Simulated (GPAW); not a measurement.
LiF (Fm-3m): refractive index against wavelength

The refractive index of LiF (Fm-3m) below the direct gap (9.07 eV on the mesh) is read from one computed spectrum, n = √(Re ε).

Cell: a, b, c = 2.848, 2.848, 2.848 Å (primitive vectors), 2 atoms.

Method: GPAW 26.7.0, PBE, RPA, k-mesh 17×17×17, local fields up to 70 eV, Lorentzian half width 0.12 eV.

Launch of the response step: `OMP_NUM_THREADS=1 python df.py`. The run took 43 s, its band step included, on 1 thread of Arm Neoverse N1 (shared host).

```
wavelength (nm)  photon energy E (eV)       n
            532                 2.331  1.3978
            450                 2.755  1.4013
            405                 3.061  1.4043
            365                 3.397  1.4081
            308                 4.025  1.4165
            266                 4.661  1.4272
            248                 4.999       ?
```

In the single-oscillator model n² − 1 = E₀E_d/(E₀² − E²), so 1/(n² − 1) = E₀/E_d − E²/(E₀E_d) is linear in E².

Working, on the rows shown:

| x = E² (eV²) | y = 1/(n² − 1) |
| --- | --- |
| 5.43137 | 1.04839 |
| 7.59115 | 1.03773 |
| 9.37179 | 1.02874 |
| 11.5384 | 1.01756 |
| 16.2043 | 0.993569 |
| 21.7255 | 0.964413 |

Means: x̄ = 11.977, ȳ = 1.0151. Σ(x − x̄)(y − ȳ) = -0.9389, Σ(x − x̄)² = 182. Slope = -0.9389 / 182 = -0.00516; intercept = ȳ − slope · x̄ = 1.0769. Turned back into n, the line misses the rows shown by at most 0.00015.

Predict the last column of the withheld row from the fit.

At x = 24.994 the line gives y = 0.9479, that is 1.4335. The run gave 1.4339, so the extrapolation is off by 0.00039, 1.1 % of the range in the table.

Refitted with all rows, the slope is -0.005194 and the intercept 1.0772. These give E₀ = √(intercept/−slope) = 14.40 eV and E_d = E₀/intercept = 13.4 eV; E₀ is 1.6 times the direct gap. The electronic limit at long wavelengths, without lattice vibrations, is n = √(1 + 1/intercept) = 1.389. Excitons are left out; PBE gaps are as a rule too small. The values come from a sum over the points of one k-mesh and carry its error, which grows as the direct gap shrinks. This version of GPAW has incomplete matrix elements in the optical limit, which can lower ε − 1 by up to a tenth where first-row anions or d states rule. The local-field cutoff holds few shells of reciprocal vectors for this small cell, so ε∞ can read a few per cent high.

[Logs are printed without paths, hosts, clocks, repeated set-up lines and the standing remarks that a program may print on its own settings, such as how far it seeks lower states.]
